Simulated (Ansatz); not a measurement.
# How fast states decay through HfSnPb2O6

Aim: relax a made-up compound, HfSnPb2O6, and see how good a tunnel barrier it would be. It is built by putting Pb for Sr in the Sr2HfSnO6 structure of space group Fm-3m, with the volume rescaled by atomic radii. The parent structure comes from the Materials Project.

Main program and level: Ansatz 0.2.0; LDA DFT, plane waves, PAW files, in the first sound run; inputs show where later runs differ.

The structure was built from a prototype and need not be the compound's stable phase.

## (1) The starting structure

It takes space group Fm-3m (No. 225, cubic). The conventional cell has a = 7.721 Å, b = 7.721 Å, c = 7.721 Å, α = 90.00°, β = 90.00°, γ = 90.00°. Nearest to Pb lie 12 O at 2.73 Å. Nearest to Hf lie 6 O at 1.93 Å. Nearest to Sn lie 6 O at 1.93 Å. Nearest to O lie 1 Hf at 1.93 Å and 1 Sn at 1.93 Å and 4 Pb at 2.73 Å. It derives from Sr2HfSnO6. Pb for Sr in the Sr2HfSnO6 structure of space group Fm-3m. Farther neighbours and most contacts between anions are not listed.

## (2) Relaxing the new crystal

The substituted atoms don't fit the parent's cell, so cell and atoms relax together. A small smearing keeps the run stable in case the gap closes on the way.

input.yaml reads:

```yaml
crystal:
  lattice:
    - [0.0, 3.8603152207, 3.8603152207]
    - [3.8603152207, 0.0, 3.8603152207]
    - [3.8603152207, 3.8603152207, 0.0]
  atoms:
    - { symbol: Pb, position: [0.25, 0.25, 0.25] }
    - { symbol: Pb, position: [0.75, 0.75, 0.75] }
    - { symbol: Hf, position: [0.0, 0.0, 0.0] }
    - { symbol: Sn, position: [0.5, 0.5, 0.5] }
    - { symbol: O, position: [0.75004105, 0.24995895, 0.24995895] }
    - { symbol: O, position: [0.24995895, 0.75004105, 0.75004105] }
    - { symbol: O, position: [0.24995895, 0.75004105, 0.24995895] }
    - { symbol: O, position: [0.75004105, 0.24995895, 0.75004105] }
    - { symbol: O, position: [0.24995895, 0.24995895, 0.75004105] }
    - { symbol: O, position: [0.75004105, 0.75004105, 0.24995895] }
kpoints:
  mp_grid: { grid: [6, 6, 6] }
scf:
  occupations: { method: gaussian, width: 0.03 }
hamiltonian:
  xc: lda
output:
  forces: true
  stress: true
relax:
  f_tol: 0.02
  max_steps: 60
  cell: {}
```

On the command line:

```bash
$ ansatz run input.yaml --threads 2 --pin off --max-ram 4096MiB --backend cpu --events-out ev --progress --plain --runs-dir out
```

Numbers of over 12 decimals in the logs are rounded to 6 here.

The program printed:

```text
Engine: ansatz 0.2.0, x86_64-unknown-linux-gnu
Pseudopotentials: kind: paw
Pseudopotential: Pb, paw, valence charge 14, recommended cutoff 420 eV (normal), Pb.paw.azcp
Pseudopotential: Hf, paw, valence charge 26, recommended cutoff 420 eV (normal), Hf.paw.azcp
Pseudopotential: Sn, paw, valence charge 14, recommended cutoff 420 eV (normal), Sn.paw.azcp
Pseudopotential: O, paw, valence charge 6, recommended cutoff 420 eV (normal), O.paw.azcp
Functional definition: SPW92
  exchange = slater_x
  correlation = pw_c
Crystal: 10 atoms, lattice volume = 115.053 Å³
Basis set: ecut = 420 eV, 2229 PW (Γ)
Bands: 63, of which v1, the nominal top of the filled ones, is band 52 counted from 1 (51 counted from 0)
Symmetry: 48 space group operations
Space group: Fm-3m (ITA 225), of the structure as read, at distance tolerance 4.9e-5 Å
k-points: 16 of 216
Non-local potential: Pb, projectors of the file, l = 0: 2, l = 1: 2, l = 2: 2, l = 3: 2
Non-local potential: Hf, projectors of the file, l = 0: 3, l = 1: 2, l = 2: 2, l = 3: 3
Non-local potential: Sn, projectors of the file, l = 0: 2, l = 1: 2, l = 2: 2, l = 3: 2
Non-local potential: O, projectors of the file, l = 0: 2, l = 1: 2, l = 2: 1
PAW form: soft (Blöchl's): semilocal exchange-correlation on the pseudo side does not see the compensation charge
PAW frozen core: Pb, regenerated for the run's functional, and the local potential with it (the file was generated under x = pbe(κ = 0.804, μ = 0.219515), c = pbe(β = 0.066725))
PAW frozen core: Hf, regenerated for the run's functional, and the local potential with it (the file was generated under x = pbe(κ = 0.804, μ = 0.219515), c = pbe(β = 0.066725))
PAW frozen core: Sn, regenerated for the run's functional, and the local potential with it (the file was generated under x = pbe(κ = 0.804, μ = 0.219515), c = pbe(β = 0.066725))
PAW frozen core: O, regenerated for the run's functional, and the local potential with it (the file was generated under x = pbe(κ = 0.804, μ = 0.219515), c = pbe(β = 0.066725))
PAW one-centre angular grid: Pb, 590 points (default); XC on 64 Gauss nodes
PAW one-centre angular grid: Hf, 590 points (default); XC on 64 Gauss nodes
PAW one-centre angular grid: Sn, 590 points (default); XC on 64 Gauss nodes
PAW one-centre angular grid: O, 110 points (default); XC on 64 Gauss nodes
Initial density: superposition of atomic densities (neutral atoms: chi_scale 0, normalization atom), corrected by the library's trained network
Initial wavefunctions: pseudopotential atomic-orbital guess
Functional: x = slater, c = lda
SCF iter   1: F=—  HF=-47895.632991 eV  |F-HF|=—  |Δ(HF+E_count)|=         —  Δρ=2.03e-2  dr2=4.18e-1  ethr=1.77e-3  ⟨swp⟩=6.1  Hψ=4145  notcnv=0  defer=12
preconditioner: auto → Resta (q_TF=auto, 2.683 Å⁻¹)  ε∞=4.9  [insulator: Δε(μ)=2.349 eV  Ē_g=17.607 eV  σ=0.030 eV  W_gap=1.00  n_scr=26 (ndim 8)  ℏωp=35.0 eV  f_vac=0.000  D(μ)=0.00/eV (n_scr^D=0)  ε∞_Penn≈4.9]
SCF iter   2: F=—  HF=-47895.535344 eV  |F-HF|=—  |Δ(HF+E_count)|=   9.76e-2  Δρ=7.35e-3  dr2=6.23e-2  ethr=4.02e-4  ⟨swp⟩=2.4  Hψ=1605  notcnv=0  defer=65
SCF iter   3: F=—  HF=-47895.518232 eV  |F-HF|=—  |Δ(HF+E_count)|=   1.71e-2  Δρ=1.66e-3  dr2=2.63e-3  ethr=5.99e-5  ⟨swp⟩=2.0  Hψ=1442  notcnv=0  defer=66
SCF iter   4: F=—  HF=-47895.517743 eV  |F-HF|=—  |Δ(HF+E_count)|=   4.88e-4  Δρ=5.72e-4  dr2=2.30e-4  ethr=2.53e-6  ⟨swp⟩=2.0  Hψ=1769  notcnv=0  defer=66
SCF iter   5: F=—  HF=-47895.517408 eV  |F-HF|=—  |Δ(HF+E_count)|=   3.35e-4  Δρ=1.51e-4  dr2=2.29e-5  ethr=2.22e-7  ⟨swp⟩=2.0  Hψ=1749  notcnv=0  defer=66
SCF iter   6: F=—  HF=-47895.517390 eV  |F-HF|=—  |Δ(HF+E_count)|=   1.83e-5  Δρ=4.24e-5  dr2=3.10e-6  ethr=2.21e-8  ⟨swp⟩=2.1  Hψ=1626  notcnv=0  defer=66
SCF iter   7: F=—  HF=-47895.517389 eV  |F-HF|=—  |Δ(HF+E_count)|=   1.00e-6  Δρ=9.72e-6  dr2=1.63e-7  ethr=2.98e-9  ⟨swp⟩=2.0  Hψ=1759  notcnv=0  defer=66
SCF iter   8: F=-47895.517388 eV  HF=-47895.517388 eV  |F-HF|=8.67e-9  |Δ(HF+E_count)|=   7.68e-8  Δρ=2.50e-6  dr2=6.88e-9  ethr=9.62e-11  ⟨swp⟩=5.0  Hψ=3509  notcnv=0
SCF 1 converged in 8 iterations: F = -47895.517388 eV  dr2 = 6.88e-9
  greatest PAW one-centre occupation: 1.000 electrons in one spin orbital (limit 2), on the Sn atom at site 3 (counted from 0), in its partial waves of l = 2
relax step   1: F+E_penalty+E_count = -47895.51738848 eV  Δ(F+E_penalty+E_count) = +0.000e0 eV  max|allowed force component| = 6.910e-1 eV/Å  Δτ_max = 0.0000 Å  P = +38.772 GPa  Ω = 115.053 Å³  (8 SCF iters, dr2 threshold 1.00e-7 eV, accepted)
Crystal: 10 atoms, lattice volume = 132.713 Å³
Basis set: ecut = 420 eV, 2637 PW (Γ)
Initial density: handed on by an earlier stage of this run
Initial wavefunctions: those handed on with the density
iter 1 solved again at ethr=1.33e-3 eV; its pass at ethr=3.10e-3 eV (dr2=1.38e0 eV) is discarded
SCF iter   1: F=—  HF=-47897.758716 eV  |F-HF|=—  |Δ(HF+E_count)|=         —  Δρ=2.70e-2  dr2=1.40e0  ethr=1.33e-3  ⟨swp⟩=1.6  Hψ=5379  notcnv=0
preconditioner: auto → Resta (q_TF=auto, 2.620 Å⁻¹)  ε∞=4.8  [insulator: Δε(μ)=2.219 eV  Ē_g=16.657 eV  σ=0.030 eV  W_gap=1.00  n_scr=50 (ndim 8)  ℏωp=32.6 eV  f_vac=0.006  D(μ)=0.00/eV (n_scr^D=0)  ε∞_Penn≈4.8]
SCF iter   2: F=—  HF=-47897.430299 eV  |F-HF|=—  |Δ(HF+E_count)|=   3.28e-1  Δρ=1.14e-2  dr2=3.59e-1  ethr=1.33e-3  ⟨swp⟩=4.2  Hψ=1610  notcnv=0
SCF iter   3: F=—  HF=-47897.324120 eV  |F-HF|=—  |Δ(HF+E_count)|=   1.06e-1  Δρ=3.19e-3  dr2=2.70e-2  ethr=3.45e-4  ⟨swp⟩=2.9  Hψ=1762  notcnv=0  defer=73
SCF iter   4: F=—  HF=-47897.302414 eV  |F-HF|=—  |Δ(HF+E_count)|=   2.17e-2  Δρ=1.59e-3  dr2=5.31e-3  ethr=2.60e-5  ⟨swp⟩=2.6  Hψ=1881  notcnv=0  defer=73
SCF iter   5: F=—  HF=-47897.301033 eV  |F-HF|=—  |Δ(HF+E_count)|=   1.38e-3  Δρ=4.76e-4  dr2=6.03e-4  ethr=5.10e-6  ⟨swp⟩=2.0  Hψ=1804  notcnv=0  defer=73
SCF iter   6: F=—  HF=-47897.300755 eV  |F-HF|=—  |Δ(HF+E_count)|=   2.78e-4  Δρ=8.49e-5  dr2=1.25e-5  ethr=5.80e-7  ⟨swp⟩=2.0  Hψ=1485  notcnv=0  defer=73
SCF iter   7: F=—  HF=-47897.300756 eV  |F-HF|=—  |Δ(HF+E_count)|=   1.08e-6  Δρ=1.91e-5  dr2=6.33e-7  ethr=9.62e-10  ⟨swp⟩=4.1  Hψ=4889  notcnv=0
SCF iter   8: F=-47897.300755 eV  HF=-47897.300755 eV  |F-HF|=2.28e-8  |Δ(HF+E_count)|=   1.07e-6  Δρ=6.20e-6  dr2=2.83e-8  ethr=6.09e-10  ⟨swp⟩=5.0  Hψ=3857  notcnv=0
SCF 2 converged in 8 iterations: F = -47897.300755 eV  dr2 = 2.83e-8
  greatest PAW one-centre occupation: 0.998 electrons in one spin orbital (limit 2), on the Hf atom at site 2 (counted from 0), in its partial waves of l = 3
relax step   2: F+E_penalty+E_count = -47897.30075483 eV  Δ(F+E_penalty+E_count) = -1.783e0 eV  max|allowed force component| = 2.090e-1 eV/Å  Δτ_max = 0.0114 Å  P = -0.574 GPa  Ω = 132.713 Å³  energy of the carried Pulay correction = -9.279e-2 eV  (8 SCF iters, dr2 threshold 1.00e-6 eV, accepted)
Crystal: 10 atoms, lattice volume = 132.418 Å³
iter 1 solved again at ethr=6.48e-7 eV; its pass at ethr=3.10e-3 eV (dr2=6.74e-4 eV) is discarded
SCF iter   1: F=—  HF=-47897.305548 eV  |F-HF|=—  |Δ(HF+E_count)|=         —  Δρ=4.36e-4  dr2=6.71e-4  ethr=6.48e-7  ⟨swp⟩=3.6  Hψ=4317  notcnv=0
preconditioner: auto → Resta (q_TF=auto, 2.621 Å⁻¹)  ε∞=4.7  [insulator: Δε(μ)=2.554 eV  Ē_g=16.831 eV  σ=0.030 eV  W_gap=1.00  n_scr=50 (ndim 8)  ℏωp=32.6 eV  f_vac=0.000  D(μ)=0.00/eV (n_scr^D=0)  ε∞_Penn≈4.7]
SCF iter   2: F=—  HF=-47897.305406 eV  |F-HF|=—  |Δ(HF+E_count)|=   1.42e-4  Δρ=2.30e-4  dr2=2.02e-4  ethr=6.45e-7  ⟨swp⟩=2.0  Hψ=1198  notcnv=0
SCF iter   3: F=—  HF=-47897.305359 eV  |F-HF|=—  |Δ(HF+E_count)|=   4.74e-5  Δρ=8.39e-5  dr2=1.15e-5  ethr=1.94e-7  ⟨swp⟩=2.0  Hψ=1827  notcnv=0
SCF iter   4: F=—  HF=-47897.305338 eV  |F-HF|=—  |Δ(HF+E_count)|=   2.13e-5  Δρ=3.05e-5  dr2=1.76e-6  ethr=1.11e-8  ⟨swp⟩=2.0  Hψ=1794  notcnv=0
iter 5 did not close the SCF: its close was put off for the readings that it lacked (scf_convergence_deferred on its scf_iter line)
SCF iter   5: F=-47897.305337 eV  HF=-47897.305337 eV  |F-HF|=1.85e-7  |Δ(HF+E_count)|=   1.72e-7  Δρ=9.20e-6  dr2=1.37e-7  ethr=1.69e-9  ⟨swp⟩=2.0  Hψ=1835  notcnv=0
SCF iter   6: F=-47897.305337 eV  HF=-47897.305337 eV  |F-HF|=5.18e-9  |Δ(HF+E_count)|=   7.58e-8  Δρ=1.65e-6  dr2=7.25e-9  ethr=1.32e-10  ⟨swp⟩=2.8  Hψ=4003  notcnv=0
SCF 3 converged in 6 iterations: F = -47897.305337 eV  dr2 = 7.25e-9
relax step   3: F+E_penalty+E_count = -47897.30533730 eV  Δ(F+E_penalty+E_count) = -4.582e-3 eV  max|allowed force component| = 8.032e-2 eV/Å  Δτ_max = 0.0028 Å  P = -0.081 GPa  Ω = 132.418 Å³  energy of the carried Pulay correction = -9.134e-2 eV  (6 SCF iters, dr2 threshold 1.00e-6 eV, accepted)
[...]
relax step   4: F+E_penalty+E_count = -47897.30609783 eV  Δ(F+E_penalty+E_count) = -7.605e-4 eV  max|allowed force component| = 3.373e-3 eV/Å  Δτ_max = 0.0017 Å  P = +0.039 GPa  Ω = 132.354 Å³  energy of the carried Pulay correction = -9.103e-2 eV  (6 SCF iters, dr2 threshold 4.03e-7 eV, accepted)
[...]
relax step   5: F+E_penalty+E_count = -47897.47672047 eV  Δ(F+E_penalty+E_count) = -1.706e-1 eV  max|allowed force component| = 2.854e-3 eV/Å  Δτ_max = 0.0000 Å  P = +1.702 GPa  Ω = 132.354 Å³  stress off target by 1.70e0 GPa  SCF on the basis re-selected at this cell (its energy is not comparable with the rows above)  (8 SCF iters)
[...]
relax step   6: F+E_penalty+E_count = -47897.47766113 eV  Δ(F+E_penalty+E_count) = -9.407e-4 eV  max|allowed force component| = 7.529e-3 eV/Å  Δτ_max = 0.0000 Å  P = +0.214 GPa  Ω = 133.383 Å³  energy of the carried Pulay correction = -5.180e-3 eV  (6 SCF iters, dr2 threshold 1.00e-6 eV, accepted)
[...]
relax step   7: F+E_penalty+E_count = -47897.47685286 eV  Δ(F+E_penalty+E_count) = +8.083e-4 eV  max|allowed force component| = 5.659e-5 eV/Å  Δτ_max = 0.0002 Å  P = -0.033 GPa  Ω = 133.560 Å³  energy of the carried Pulay correction = -6.094e-3 eV  (6 SCF iters, dr2 threshold 1.15e-7 eV, accepted)
iter 1 solved again at ethr=9.87e-8 eV; its pass at ethr=3.10e-3 eV (dr2=1.03e-4 eV) is discarded
SCF iter   1: F=—  HF=-47897.483995 eV  |F-HF|=—  |Δ(HF+E_count)|=         —  Δρ=1.03e-4  dr2=2.17e-6  ethr=9.87e-8  ⟨swp⟩=3.5  Hψ=6748  notcnv=0
preconditioner: auto → Resta (q_TF=auto, 2.617 Å⁻¹)  ε∞=4.7  [insulator: Δε(μ)=2.547 eV  Ē_g=16.780 eV  σ=0.030 eV  W_gap=1.00  n_scr=50 (ndim 8)  ℏωp=32.5 eV  f_vac=0.000  D(μ)=0.00/eV (n_scr^D=0)  ε∞_Penn≈4.7]
SCF iter   2: F=—  HF=-47897.483990 eV  |F-HF|=—  |Δ(HF+E_count)|=   5.73e-6  Δρ=4.88e-5  dr2=3.98e-7  ethr=2.08e-9  ⟨swp⟩=2.0  Hψ=1481  notcnv=0
SCF iter   3: F=—  HF=-47897.483990 eV  |F-HF|=—  |Δ(HF+E_count)|=   1.27e-7  Δρ=1.08e-5  dr2=2.90e-8  ethr=3.83e-10  ⟨swp⟩=2.0  Hψ=1438  notcnv=0
SCF iter   4: F=—  HF=-47897.483990 eV  |F-HF|=—  |Δ(HF+E_count)|=   6.64e-9  Δρ=2.85e-6  dr2=3.64e-9  ethr=2.78e-11  ⟨swp⟩=2.0  Hψ=1689  notcnv=0
SCF iter   5: F=—  HF=-47897.483990 eV  |F-HF|=—  |Δ(HF+E_count)|=   2.91e-9  Δρ=4.89e-7  dr2=1.16e-10  ethr=3.50e-12  ⟨swp⟩=2.1  Hψ=1806  notcnv=0
SCF iter   6: F=-47897.483990 eV  HF=-47897.483990 eV  |F-HF|=7.28e-12  |Δ(HF+E_count)|=  9.46e-11  Δρ=5.62e-8  dr2=2.12e-12  ethr=1.00e-12  ⟨swp⟩=5.0  Hψ=3780  notcnv=0
SCF 8 converged in 6 iterations: F = -47897.483990 eV  dr2 = 2.12e-12
relax step   8: F+E_penalty+E_count = -47897.48398975 eV  Δ(F+E_penalty+E_count) = -7.137e-3 eV  max|allowed force component| = 3.406e-5 eV/Å  Δτ_max = 0.0000 Å  P = -0.008 GPa  Ω = 133.560 Å³  stress off target by 7.80e-3 GPa  SCF on the basis re-selected at this cell (its energy is not comparable with the rows above)  (6 SCF iters)
basis re-selected at this cell: Δ(F+E_penalty+E_count) = -7.137e-3 eV, ΔP = +0.025 GPa vs the last step (what re-selecting the basis moved, of the pressure what is left beyond the Pulay correction that the steps carried, after the strain that the cell walked since its last selection, with what the two solves' SCF thresholds leave and, on support functions, any second-order correction that the steps lacked; it is no m [...]
SCF converged after 6 iterations
Free energy (F): -47897.483990 eV
Harris-Foulkes:  -47897.483990 eV  (|F-HF|=7.28e-12)
Internal energy: -47897.483990 eV  (E = F + TS)
E sigma→0 (E₀):  -47897.483990 eV
Fermi energy:    12.283108 eV
--- Per-component energies (eV) ---
  E_band       = -86.708932
  E_kinetic    = 2235.303966
  E_local      = -10792.915263  (includes V_loc(G=0)·N_el)
  E_nonlocal   = -245.984639
  E_hartree    = 4875.777497
  E_xc         = -1550.231591
  E_vxc        = -1192.717615  (∫ρ·V_xc dr)
  E_paw        = -31774.611719  (= ΣΔE_a)
  E_vpaw       = 158.034720  (= ΣTr[D̂ρ^β])
  E_aug_tail   = 0.014987  (compensation charges beyond the density's cutoff)
  E_ewald      = -10648.145470
  E_core_change = 3.308243  (= ΣΔE_core)
  E_smearing   = -0.000000  (= −TS)
  E_closure    = 0.000000  (closes the sum)
  Σ components = -47897.483990   (vs F -47897.483990, Δ=0.00e0)
--- Forces (eV/Å), atoms counted from 1 ---
  atom   1  Pb     0.00000000     0.00000000    -0.00000000
  atom   2  Pb    -0.00000000    -0.00000000     0.00000000
  atom   3  Hf     0.00000000    -0.00000000     0.00000000
  atom   4  Sn     0.00000000     0.00000000     0.00000000
  atom   5  O      0.00003406    -0.00000000     0.00000000
  atom   6  O     -0.00003406     0.00000000     0.00000000
  atom   7  O      0.00000000     0.00003406    -0.00000000
  atom   8  O      0.00000000    -0.00003406    -0.00000000
  atom   9  O      0.00000000     0.00000000     0.00003406
  atom  10  O     -0.00000000    -0.00000000    -0.00003406
  max |Σ_I F_I| component: 6.36e-18 eV/Å
--- Stress (GPa, compression-positive) ---
       -0.007804       0.000000       0.000000
        0.000000      -0.007804      -0.000000
        0.000000      -0.000000      -0.007804
  P = ⅓ Tr σ = -0.0078 GPa (-0.078 kbar)
--- Relaxed structure (6 steps of the walk, 6 accepted, 2 SCFs on fresh bases) ---
  F+E_penalty+E_count = -47897.48398975 eV   max|allowed force component| = 3.406e-5 eV/Å   (the final SCF, on the basis selected at the relaxed cell)
  cell:  # Å, volume = 133.5597 Å³
    - [0, 4.057094, 4.057094]
    - [4.057094, 0, 4.057094]
    - [4.057094, 4.057094, 0]
  atoms:
    - { symbol: Pb, position: [0.25, 0.25, 0.25] }
    - { symbol: Pb, position: [0.75, 0.75, 0.75] }
    - { symbol: Hf, position: [-2.640069486220784e-19, 0, 0] }
    - { symbol: Sn, position: [0.5, 0.5, 0.5] }
    - { symbol: O, position: [0.749173, 0.250827, 0.250827] }
    - { symbol: O, position: [0.250827, 0.749173, 0.749173] }
    - { symbol: O, position: [0.250827, 0.749173, 0.250827] }
    - { symbol: O, position: [0.749173, 0.250827, 0.749173] }
    - { symbol: O, position: [0.250827, 0.250827, 0.749173] }
    - { symbol: O, position: [0.749173, 0.749173, 0.250827] }
```

The job ended after 10 s (2 threads of AMD EPYC 9R45, shared host; peak memory 0.58 GiB; 19 s of CPU time).

The steps of the relaxation:

| step | energy less that of the first step (eV) | largest force component (eV/Å) | pressure (GPa) | volume (Å³) |
| --- | --- | --- | --- | --- |
| 1 | 0.0000 | 0.6910 | 38.77 | 115.05 |
| 2 | -1.7834 | 0.2090 | -0.57 | 132.71 |
| 3 | -1.7879 | 0.0803 | -0.08 | 132.42 |
| 4 | -1.7887 | 0.0034 | 0.04 | 132.35 |
| 5* | -1.9593 | 0.0029 | 1.70 | 132.35 |
| 6 | -1.9603 | 0.0075 | 0.21 | 133.38 |
| 7 | -1.9595 | 0.0001 | -0.03 | 133.56 |
| 8* | -1.9666 | 0.0000 | -0.01 | 133.56 |

Relaxation steps marked * repeat the geometry before them on a plane-wave basis chosen anew for their cell, so energy and pressure can jump there.

The run keeps the 48 symmetry operations that it works with, so distortions that break them were not tested.

| conventional cell, symmetrised | before | after | change |
| --- | --- | --- | --- |
| a (Å) | 7.721 | 8.114 | +5.1 % |
| b (Å) | 7.721 | 8.114 | +5.1 % |
| c (Å) | 7.721 | 8.114 | +5.1 % |
| volume (Å³/atom) | 11.51 | 13.36 | +16.1 % |

Numbers from this step:

```yaml
free_energy: -47897.4840 eV
fermi_energy: 12.28 eV
pressure: -0.007804 GPa
```

The largest force component on a free atom ends at 3.4e-5 eV/Å.

## (3) The bulk crystal and its band edges

The energy window and the wavevectors of the next steps follow from the band edges, so these are searched first, off the mesh as well.

input.yaml reads:

```yaml
crystal:
  lattice:
    - [0.0, 4.0570943085, 4.0570943085]
    - [4.0570943085, 0.0, 4.0570943085]
    - [4.0570943085, 4.0570943085, 0.0]
  atoms:
    - { symbol: Pb, position: [0.25, 0.25, 0.25] }
    - { symbol: Pb, position: [0.75, 0.75, 0.75] }
    - { symbol: Hf, position: [0.0, 0.0, 0.0] }
    - { symbol: Sn, position: [0.5, 0.5, 0.5] }
    - { symbol: O, position: [0.7491727104, 0.2508272896, 0.2508272896] }
    - { symbol: O, position: [0.2508272896, 0.7491727104, 0.7491727104] }
    - { symbol: O, position: [0.2508272896, 0.7491727104, 0.2508272896] }
    - { symbol: O, position: [0.7491727104, 0.2508272896, 0.7491727104] }
    - { symbol: O, position: [0.2508272896, 0.2508272896, 0.7491727104] }
    - { symbol: O, position: [0.7491727104, 0.7491727104, 0.2508272896] }
kpoints:
  mp_grid: { grid: [6, 6, 6] }
  band_path: { path: [VBM, CBM], npoints: 30 }
scf:
  occupations: { method: fixed }
hamiltonian:
  xc: lda
output:
  eigenvalues: true
  write_potential: true
  write_density: true
  volumetric_format: npy
```

The program printed:

```text
[...]
Crystal: 10 atoms, lattice volume = 133.560 Å³
Basis set: ecut = 420 eV, 2637 PW (Γ)
Bands: 63, of which v1, the nominal top of the filled ones, is band 52 counted from 1 (51 counted from 0)
Symmetry: 48 space group operations
[...]
k-points: 16 of 216
[...]
SCF iter   1: F=—  HF=-47897.592646 eV  |F-HF|=—  |Δ(HF+E_count)|=         —  Δρ=1.87e-2  dr2=4.27e-1  ethr=1.77e-3  ⟨swp⟩=5.0  Hψ=3248  notcnv=0  defer=128
[...]
SCF iter   7: F=-47897.483990 eV  HF=-47897.483990 eV  |F-HF|=1.53e-8  |Δ(HF+E_count)|=   2.02e-7  Δρ=8.43e-6  dr2=8.00e-8  ethr=9.62e-11  ⟨swp⟩=9.8  Hψ=4650  notcnv=0
SCF 1 converged in 7 iterations: F = -47897.483990 eV  dr2 = 8.00e-8
[...]
NSCF: frozen V_eff on 16 k-points
[...]
SCF converged after 7 iterations
Free energy (F): -47897.483990 eV
[...]
Internal energy: -47897.483990 eV  (E = F + TS)
E sigma→0 (E₀):  -47897.483990 eV
Fermi energy:    11.009929 eV
[...]
--- Band table (eV; the first three rows and the last of 16) ---
  k-point 0: bands = [... 48 lower, 9.8821, 10.9129, 10.9129, 10.9129, 16.3492, 16.5822, 16.5822, 16.5822, ... 7 higher]
  k-point 1: bands = [... 48 lower, 10.0546, 10.7935, 10.7935, 10.8340, 16.0032, 16.4797, 16.5877, 16.5877, ... 7 higher]
  k-point 2: bands = [... 48 lower, 10.3316, 10.5120, 10.5120, 10.6265, 14.8562, 15.3662, 16.6042, 16.6042, ... 7 higher]
  k-point 15: bands = [... 48 lower, 10.0770, 10.2088, 10.7164, 10.7855, 14.1619, 15.2145, 15.8427, 15.8847, ... 7 higher]
```

Elapsed: 4.7 s, on 2 threads; peak memory 0.55 GiB.

This step gave:

* Fermi energy: 11.01 eV
* gap on the k-mesh: 2.547 eV
* gap on path: 2.547 eV, by band count; negative where bands overlap
* direct gap on path: 2.547 eV
* edge places on path: 0, 0 1/A along the path

Levels at VBM (eV): -7.38, -7.05, -7.00, -3.38, -3.38, -2.84, -2.77, -2.62, -2.62, -2.60, -2.56, -2.56, -1.60, -1.60, -1.39, -1.19, -0.90, -0.90, -0.06, 0.00, 2.55, 4.55, 4.72, 4.72, 5.08, 5.55, 5.55, 5.84, 7.07, 7.07.

The searched edges give 2.55 eV, as on the mesh.

(Part 1 of 3 ends here.)

[Logs are printed without paths, hosts, clocks, repeated set-up lines and the standing remarks that a program may print on its own settings, such as how far it seeks lower states.]

[Hosts, paths, dates, database ids (printed as entryN), source tags and the programs' standing remarks are cut or masked in the printed files.]
